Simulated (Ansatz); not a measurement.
# 1T-PbF2 monolayer in a perpendicular field, part 3 of 3

Wanted: the out-of-plane response of the 1T-PbF2 monolayer. A positive field points along +c.

Ansatz 0.2.0; plane-wave DFT, PBE-D3(BJ), Ansatz PAW (the session's first sound run).

So far. Step 7 (Single point, field -0.2 V/Å): The dipole is -0.0384 e·Å, and the gap 3.449 eV. Step 8 (Atoms held, field 0.35 V/Å): The dipole is 0.0673 e·Å, and the gap 3.439 eV.

## Step 9: Response, atoms held

This step: plane-wave DFT, PBE-D3(BJ), Ansatz PAW; response to a field along the normal, atoms held (Ansatz 0.2.0).

The dipoles give the slope, and the difference of two potentials shows where the field is screened.

This step gave:

* equivalent conductor thickness p/(ε₀AE): 2.552 Å
* distance between the outer atoms: 2.014 Å

Table of dipole of the cell by applied field:

```csv
applied field (V/Å),dipole of the cell (e·Å)
-0.200,-0.0384
-0.100,-0.0192
0.000,-2.2e-6
0.100,0.0192
0.200,0.0384
0.350,0.0673
```

Local field over the applied field, running mean. From the potentials at -0.1 and 0.1 V/Å; running mean over 2.5 Å. Table of local field over applied field by z:

z (Å), local field over applied field and a bar from the least value:
```
     4.00      1.000 ##############################
     4.30      1.000 ##############################
     4.60      1.000 ##############################
     5.04      1.000 ##############################
     5.34      0.999 ##############################
     5.63      0.998 ##############################
     5.93      0.995 ##############################
     6.23      0.990 ##############################
     6.67      0.973 #############################
     6.97      0.950 ############################
     7.26      0.911 ##########################
     7.56      0.856 ########################
     7.86      0.786 #####################
     8.15      0.697 ##################
     8.60      0.551 ############
     8.90      0.456 ########
     9.19      0.369 #####
     9.49      0.296 ##
     9.78      0.254 
    10.23      0.254 
    10.53      0.296 ##
    10.82      0.369 #####
    11.12      0.456 ########
    11.42      0.551 ############
    11.86      0.697 ##################
    12.16      0.786 #####################
    12.45      0.856 ########################
    12.75      0.911 ##########################
    13.05      0.950 ############################
    13.34      0.973 #############################
    13.79      0.990 ##############################
    14.08      0.995 ##############################
    14.38      0.998 ##############################
    14.68      0.999 ##############################
    14.97      1.000 ##############################
    15.42      1.000 ##############################
    15.71      1.000 ##############################
    16.01      1.000 ##############################
```

Electrons, planar mean, per unit field. Table of induced electron density by z:

| z (Å) | induced electron density (e/Å³ per V/Å) |
| --- | --- |
| 4.00 | -7.2e-8 |
| 4.45 | 5.3e-7 |
| 4.89 | 8.8e-7 |
| 5.19 | 2.2e-6 |
| 5.63 | 8.4e-6 |
| 6.08 | 2.6e-5 |
| 6.52 | 8.0e-5 |
| 6.97 | 2.3e-4 |
| 7.26 | 4.5e-4 |
| 7.71 | 0.00111 |
| 8.15 | 0.00228 |
| 8.60 | 0.00248 |
| 9.04 | 0.00348 |
| 9.34 | 0.00187 |
| 9.78 | 4.5e-5 |
| 10.23 | -4.5e-5 |
| 10.67 | -0.00187 |
| 10.97 | -0.00348 |
| 11.42 | -0.00248 |
| 11.86 | -0.00228 |
| 12.30 | -0.00111 |
| 12.75 | -4.5e-4 |
| 13.05 | -2.3e-4 |
| 13.49 | -8.0e-5 |
| 13.94 | -2.6e-5 |
| 14.38 | -8.4e-6 |
| 14.83 | -2.2e-6 |
| 15.12 | -8.8e-7 |
| 15.57 | -5.3e-7 |
| 16.01 | 7.2e-8 |

The smaller of the gaps on the path and on the k-mesh, counted as 0 under 0.03 eV; in a wide-gap layer a fall can come from a state in the tilted vacuum. Table of gap by applied field:

```csv
applied field (V/Å),gap (eV)
-0.200,3.45
-0.100,3.45
0.000,3.45
0.100,3.45
0.200,3.45
0.350,3.44
```

By hand: between -0.1 and 0.1 V/Å the dipole changes by 0.03843 e·Å, a slope of 0.1922 e·Å²/V. A perfect conductor of thickness t has p = ε₀AEt, so t = 180.95 × 0.1922 / 13.624 = 2.55 Å (e/ε₀ = 180.95 V·Å, A in Å²).

The induced dipole is that of a conductor 2.55 Å thick.

## Step 10: With spin-orbit coupling, k-mesh 12×12×1

This step: plane-wave DFT, PBE, fully relativistic PAW with spin-orbit coupling (Ansatz 0.2.0).

Heavy atoms split their bands by spin-orbit coupling, so this run uses fully relativistic files and two-component states.

The input, input.yaml:

```yaml
crystal:
  lattice:
    - [3.9663416007, 0.0, 0.0]
    - [-1.9831708003, 3.4349525863, 0.0]
    - [0.0, 0.0, 20.0139353283]
  atoms:
    - { symbol: F, position: [0.6666666667, 0.3333333333, 0.4496866734] }
    - { symbol: Pb, position: [0.0, 0.0, 0.5] }
    - { symbol: F, position: [0.3333333333, 0.6666666667, 0.5503133266] }
kpoints:
  mp_grid: { grid: [12, 12, 1] }
  band_path: { path: [[0, 0, 0], [0.12, 0, 0]], npoints: 24 }
hamiltonian:
  xc: pbe
  pseudopotentials: { kind: paw_fr }
magnetization:
  noncollinear: true
  spin_orbit: true
scf:
  occupations: { method: fermi_dirac, width: 0.02585 }
  convergence: { dr2_threshold: 1.0e-09 }
efield:
  axis: 3
  dipole_correction: true
  ramp_position: 0.97
  ramp_width: 0.06
  amplitude: 0
output:
  write_potential: true
  write_density: true
  volumetric_format: npy
```

The run is started by

```bash
ansatz run input.yaml --threads 2 --pin off --max-ram 3072MiB --backend cpu --events-out ev --progress --plain --runs-dir out
```

Numbers of over 12 decimals in the logs are rounded to 6 here.

Output:

```text
[...]
non-collinear run that drives no moment, with spin-orbit: no starting moment large enough to seed its density (crystal.atoms[].spin), no starting occupations that ask for one, no magnetisation constraint and no magnetic field, so the semilocal B_xc is pinned to zero
Crystal: 3 atoms, lattice volume = 272.674 Å³
Basis set: ecut = 420 eV, 5383 PW (Γ)
Bands: 36, of which v1, the nominal top of the filled ones, is band 28 counted from 1 (27 counted from 0)
Symmetry: 6 space group operations + 6 with time reversal
k-points: 19 of 144 (time reversal used)
Projection manifold: j_resolved (fully-relativistic pseudo-atomic orbitals)
[...]
SCF iter   1: F=—  HF=-13564.898058 eV  |F-HF|=—  |Δ(HF+E_count)|=         —  Δρ=5.03e-2  dr2=7.30e0  dr2_m=0.00e0 (ungated)  ethr=3.10e-3  |M|=0.00e0 ∫|m|=0.00e0 μB  |m|>n=0.0e0 m-floor=0.0e0 τ_xc=0.0e0  β_m=0.30  p=0.000 e·Å  D=4.94e-14 V/Å  ΔV_dip=-0.00 eV  dr2_dipole=1.45e-9  V_vac-E_F(+/−)=6.63/6.63 eV  ⟨swp⟩=12.1  Hψ=4382  notcnv=0
[...]
spin=Noncollinear: Resta preconditioning applied to the charge; magnetization (m_x, m_y, m_z) channels mix plain (no charge-response kernel on spin).
SCF iter   2: F=—  HF=-13562.817714 eV  |F-HF|=—  |Δ(HF+E_count)|=    2.08e0  Δρ=1.30e-2  dr2=6.06e-1  dr2_m=0.00e0 (ungated)  ethr=3.10e-3  |M|=0.00e0 ∫|m|=0.00e0 μB  |m|>n=0.0e0 m-floor=0.0e0 τ_xc=0.0e0  β_m=0.34  p=0.000 e·Å  D=1.02e-5 V/Å  ΔV_dip=-0.00 eV  dr2_dipole=1.73e-9  V_vac-E_F(+/−)=5.90/5.90 eV  ⟨swp⟩=3.0  Hψ=1542  notcnv=0  defer=62
[...]
SCF iter  10: F=-13562.636600 eV  HF=-13562.636600 eV  |F-HF|=0.00e0  |Δ(HF+E_count)|=   2.73e-9  Δρ=4.18e-7  dr2=3.07e-10  dr2_m=0.00e0 (ungated)  ethr=3.57e-12  |M|=0.00e0 ∫|m|=0.00e0 μB  |m|>n=0.0e0 m-floor=0.0e0 τ_xc=0.0e0  p=0.000 e·Å  D=5.75e-7 V/Å  ΔV_dip=-0.00 eV  dr2_dipole=1.61e-12  V_vac-E_F(+/−)=5.40/5.40 eV  ⟨swp⟩=11.7  Hψ=3425  notcnv=0
SCF 1 converged in 10 iterations: F = -13562.636600 eV  dr2 = 3.07e-10
[...]
SCF converged after 10 iterations
Magnetization: |M| = 0.0000 μB,  M = (+0.0000, +0.0000, +0.0000) μB
Absolute magnetization: 0.0000 μB (∫|m|)
  site 0: m = (+0.0000, +0.0000, +0.0000) μB, |m| = 0.0000 μB  (R = 1.03 Å)
  site 1: m = (+0.0000, +0.0000, +0.0000) μB, |m| = 0.0000 μB  (R = 1.03 Å)
  site 2: m = (+0.0000, +0.0000, +0.0000) μB, |m| = 0.0000 μB  (R = 1.03 Å)
Free energy (F): -13562.636600 eV
[...]
Internal energy: -13562.636600 eV  (E = F + TS)
E sigma→0 (E₀):  -13562.636600 eV
Fermi energy:    -3.066389 eV
Dipole field:    D = -0.000001 V/Å  (p = -0.000001 e·Å, saw-weighted, corrected)
Work function:   Φ+ = 5.4048 eV   Φ− = 5.4049 eV
[...]
--- Band table (eV; the first three rows and the last of 19) ---
  k-point 0: bands = [... 24 lower, -6.5496, -6.5496, -6.0634, -6.0634, -1.5066, -1.5066, 1.8255, 1.8255, ... 4 higher]
  k-point 1: bands = [... 24 lower, -6.5180, -6.5180, -5.9740, -5.9740, -1.4131, -1.4131, 1.6766, 1.6767, ... 4 higher]
  k-point 2: bands = [... 24 lower, -6.4744, -6.4744, -5.7342, -5.7342, -1.1684, -1.1684, 1.3785, 1.3785, ... 4 higher]
  k-point 18: bands = [... 24 lower, -6.4160, -6.4160, -4.6615, -4.6615, -0.0513, -0.0513, 1.5802, 1.5802, ... 4 higher]
```

Run time: 47 s. Hardware: 2 threads of Arm Neoverse V2, shared host; peak memory 1 GiB.

This step gave:

* gap on the k-mesh: 3.155 eV
* dipole along the normal: -1.34e-6 e·Å
* gap along the path: 4.377 eV
* smallest direct gap along the path: 4.557 eV
* ionisation energy, upper face: 7.000 eV
* electron affinity, upper face: 3.845 eV
* gap, the smaller of path and mesh: 3.155 eV

The electronic bands at the labelled points (eV, zero at the Fermi level of the run, which the smearing sets inside the gap):

```csv
point,band 25,band 26,band 27,band 28,band 29,band 30,band 31,band 32
Γ,-3.48,-3.48,-3.00,-3.00,1.56,1.56,4.89,4.89
halfway,-3.46,-3.46,-2.95,-2.95,1.61,1.61,4.80,4.80
end,-3.43,-3.43,-2.82,-2.82,1.75,1.75,4.63,4.63
```

The gap is 3.15 eV, with the valence edge 7.00 eV and the conduction edge 3.85 eV under the upper vacuum level.

## Step 11: With spin-orbit coupling, k-mesh 12×12×1, field 0.2 V/Å

The same in a field along the normal.

input.yaml, as its differences from that of step 10:

```diff
@@ -26,3 +26,3 @@
   ramp_width: 0.06
-  amplitude: 0
+  amplitude: 0.2
 output:
```

Output:

```text
[...]
Crystal: 3 atoms, lattice volume = 272.674 Å³
Basis set: ecut = 420 eV, 5383 PW (Γ)
Bands: 36, of which v1, the nominal top of the filled ones, is band 28 counted from 1 (27 counted from 0)
Symmetry: 6 space group operations + 6 with time reversal
k-points: 19 of 144 (time reversal used)
[...]
k-point 1: bands = [... 24 lower, -6.5263, -6.5230, -5.9715, -5.9684, -1.4197, -1.4146, 1.3415, 1.4346, ... 4 higher]
  k-point 2: bands = [... 24 lower, -6.4800, -6.4747, -5.7348, -5.7303, -1.1782, -1.1666, 1.2507, 1.4469, ... 4 higher]
  k-point 18: bands = [... 24 lower, -6.4090, -6.3882, -4.6629, -4.6622, -0.0538, -0.0523, 1.5764, 1.5776, ... 4 higher]
[key lines of the parts left out:]
SCF converged after 10 iterations
Magnetization: |M| = 0.0000 μB,  M = (+0.0000, +0.0000, +0.0000) μB
Free energy (F): -13562.640467 eV
Fermi energy:    -3.068892 eV
Dipole field:    D = 0.025666 V/Å  (p = 0.038676 e·Å, saw-weighted, corrected)
```

The job ended after 48 s (2 threads; peak memory 1 GiB).

This step gave:

| Quantity | Value |
| --- | --- |
| gap on the k-mesh | 3.152 eV |
| dipole along the normal | 0.03868 e·Å |
| gap along the path | 4.368 eV |
| smallest direct gap along the path | 4.547 eV |
| gap, the smaller of path and mesh | 3.152 eV |

The dipole is 0.0387 e·Å, and the gap 3.152 eV.

## Step 12: A changed input

This step: plane-wave DFT, PBE-D3(BJ), Ansatz PAW (Ansatz 0.2.0).

An input spoilt on purpose, to show how the run answers: it repeats the earlier run at 0.1 V/Å with efield.amplitude from 0.1 to 0 and efield.dipole_correction from true to false, and scf.max_iter set to 60.

input.yaml, the sections that differ from step 11:

```yaml
kpoints:
  mp_grid: { grid: [18, 18, 1] }
  band_path:
    path: [[0, 0, 0], [0.5, 0, 0], [0.33333333, 0.33333333, 0], [0, 0, 0]]
    npoints: 16
hamiltonian:
  xc: pbe
  dispersion: d3bj
scf:
  occupations: { method: fermi_dirac, width: 0.02585 }
  convergence: { dr2_threshold: 1.0e-10 }
  max_iter: 60
efield:
  axis: 3
  dipole_correction: false
  ramp_position: 0.97
  ramp_width: 0.06
  amplitude: 0
# crystal, output: as in step 11
# magnetization: removed
```

Output:

```text
Error: invalid value for `efield.amplitude`: is zero with dipole_correction: false — the section would apply nothing; set a non-zero amplitude, enable dipole_correction, or remove the block
```

The job ended after 0.01 s (2 threads; peak memory 0.06 GiB).

The input was rejected at the start.

The program's message: “Error: invalid value for `efield.amplitude`: is zero with dipole_correction: false — the section would apply nothing; set a non-zero amplitude, enable dipole_correction, or remove the block”

The fault put into the input: a field block that applies nothing.

## Step 13: The same run with other settings: efield.amplitude = 0.02

Another changed input: it repeats the earlier run at 0.1 V/Å with efield.amplitude from 0.1 to 0.02.

input.yaml, as its differences from that of step 12:

```diff
@@ -20,9 +20,8 @@
   convergence: { dr2_threshold: 1.0e-10 }
-  max_iter: 60
 efield:
   axis: 3
-  dipole_correction: false
+  dipole_correction: true
   ramp_position: 0.97
   ramp_width: 0.06
-  amplitude: 0
+  amplitude: 0.02
 output:
```

Output:

```text
[...]
Crystal: 3 atoms, lattice volume = 272.674 Å³
Basis set: ecut = 420 eV, 5383 PW (Γ)
Bands: 18, of which v1, the nominal top of the filled ones, is band 14 counted from 1 (13 counted from 0)
Symmetry: 6 space group operations
k-points: 37 of 324 (time reversal used)
[...]
SCF iter   1: F=—  HF=-13526.800461 eV  |F-HF|=—  |Δ(HF+E_count)|=         —  Δρ=5.06e-2  dr2=7.35e0  ethr=3.10e-3  p=0.005 e·Å  D=3.39e-3 V/Å  ΔV_dip=-0.07 eV  dr2_dipole=3.39e-6  V_vac-E_F(+/−)=6.65/6.36 eV  ⟨swp⟩=7.0  Hψ=3730  notcnv=0
[...]
SCF iter  11: F=-13524.518925 eV  HF=-13524.518925 eV  |F-HF|=1.27e-11  |Δ(HF+E_count)|=  1.07e-10  Δρ=1.32e-7  dr2=2.78e-11  ethr=1.00e-12  p=0.004 e·Å  D=2.55e-3 V/Å  ΔV_dip=-0.05 eV  dr2_dipole=5.47e-16  V_vac-E_F(+/−)=5.39/5.08 eV  ⟨swp⟩=4.1  Hψ=2125  notcnv=0
SCF 1 converged in 11 iterations: F = -13524.518925 eV  dr2 = 2.78e-11
[...]
SCF converged after 11 iterations
Free energy (F): -13524.518925 eV
[...]
Internal energy: -13524.518925 eV  (E = F + TS)
E sigma→0 (E₀):  -13524.518925 eV
Fermi energy:    -2.904997 eV
Dipole field:    D = 0.002550 V/Å  (p = 0.003843 e·Å, saw-weighted, corrected)
Work function:   not extracted (applied field tilts the vacuum); planar V_es + V_field profile in the machine report
[...]
--- Band table (eV; the first three rows and the last of 37) ---
  k-point 0: bands = [... 10 lower, -6.8439, -6.8439, -6.5135, -6.0445, -1.1992, 1.8901, 2.3894, 2.5633]
  k-point 1: bands = [... 10 lower, -6.8353, -6.8091, -6.4976, -6.0043, -1.1529, 1.8956, 2.4211, 2.5518]
  k-point 2: bands = [... 10 lower, -6.8174, -6.7507, -6.4660, -5.8892, -1.0201, 1.8484, 2.4286, 2.5677]
  k-point 36: bands = [... 10 lower, -7.2004, -6.3939, -6.3881, -4.6526, 0.8487, 1.4723, 1.4725, 5.3023]
```

It took 15 s on 2 threads; peak memory 0.51 GiB; 29 s of CPU time.

This step gave:

| Item | Value |
| --- | --- |
| gap on the k-mesh | 3.453 eV |
| dipole along the normal | 0.003843 e·Å |
| gap along the path | 3.453 eV |
| smallest direct gap along the path | 4.665 eV |
| gap, the smaller of path and mesh | 3.453 eV |

Electronic bands along the path, in eV, zero at the Fermi level of the run, which the smearing sets inside the gap:

```csv
point,band 11,band 12,band 13,band 14,band 15,band 16,band 17,band 18
Γ,-3.94,-3.94,-3.61,-3.14,1.71,4.80,5.29,5.47
halfway,-3.86,-3.73,-3.51,-2.50,2.45,4.04,5.72,6.05
M,-3.79,-3.66,-3.53,-1.92,2.75,3.94,6.25,7.16
halfway,-4.06,-3.55,-3.49,-1.84,3.18,3.98,5.49,7.46
K,-4.30,-3.49,-3.48,-1.75,3.75,4.38,4.38,8.21
halfway,-3.96,-3.68,-3.50,-2.35,2.70,3.90,5.87,5.96
Γ,-3.94,-3.94,-3.61,-3.14,1.71,4.80,5.29,5.47
```

```
                               quantity  this run  earlier run  difference
          dipole along the normal (e·Å)  0.003843      0.01922      -0.015
                gap along the path (eV)     3.453        3.452      0.0011
smallest direct gap along the path (eV)     4.665        4.665      3.5e-4
                 gap on the k-mesh (eV)     3.453        3.452      0.0011
```

The applied field differs, and the slope found earlier predicts a dipole of 0.00384 e·Å; this run gives 0.00384 e·Å, in line with it.

## Step 14: What came out

| Quantity | Value |
| --- | --- |
| gap without field | 3.45 eV |
| ionisation energy, upper face | 6.99 eV |
| electron affinity, upper face | 3.54 eV |
| equivalent conductor thickness, atoms held | 2.55 Å |

The induced dipole equals that of a perfect conductor 2.55 Å thick, while the outer atoms lie 2.01 Å apart; an out-of-plane ε follows only once a thickness t is chosen, by 1 − 1/ε = 2.55 Å / t. The gap goes from 3.45 eV to 3.44 eV at 0.35 V/Å. Semilocal functionals give gaps that are too small, and excitons are not included. The field series itself is without spin-orbit coupling.

[Logs are printed without paths, hosts, clocks, repeated set-up lines and the standing remarks that a program may print on its own settings, such as how far it seeks lower states.]

[Hosts, paths, dates, database ids (printed as entryN), source tags and the programs' standing remarks are cut or masked in the printed files.]

[Maps of the electrostatic potential energy from Ansatz leave out the sawtooth potential of an applied field or a dipole correction, so their vacuum need not be flat; planar profiles and work functions include it.]
